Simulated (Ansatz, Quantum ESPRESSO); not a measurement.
# Al(110), 5 layers against a metal electrode: the electrode's level over the Fermi level at a withheld member of a series

**Set-up.** Quantum ESPRESSO 7.5, PBE, GBRV ultrasoft. The slab is relaxed neutral, then held. ESM with bc3: vacuum below and a metal electrode about 6 Å above the top atoms. Cold smearing of 0.02 Ry. Charges are set per cell from the starting area. The slabs take the lattice constants of the bulk relaxed by the same program. The series steps the charge of the slab (positive: electrons removed).

| charge of the slab | electrode's level over the Fermi level (eV) |
| --- | --- |
| 1 ×10¹³ e/cm² | 4.797 |
| 2 ×10¹³ e/cm² | 5.618 |
| 3 ×10¹³ e/cm² | 6.446 |
| 4.5 ×10¹³ e/cm² | 7.704 |
| 6 ×10¹³ e/cm² | 8.974 |
| 8 ×10¹³ e/cm² | 10.687 |

One more run was made and is withheld. What is the electrode's level over the Fermi level at 7 ×10¹³ e/cm²?

**Fit.** The rows at 6 ×10¹³ e/cm² and 8 ×10¹³ e/cm² give a slope of (10.687 − (8.974))/(8 − (6)) = 0.8565, so a straight line gives 9.831 eV. A parabola through these and the row at 4.5 ×10¹³ e/cm² gives 9.828 eV.

**Check.** 9.828 eV. The line misses by +0.003 and the parabola by 0.000 eV. Both misses are under 5 % of the step from the nearer row.

Caveats: Vacuum fills the gap; ions don't answer the charge; added electrons can spill towards the electrode at the most negative charges. Members without a usable value, or on the other side of zero field or charge, are not listed.
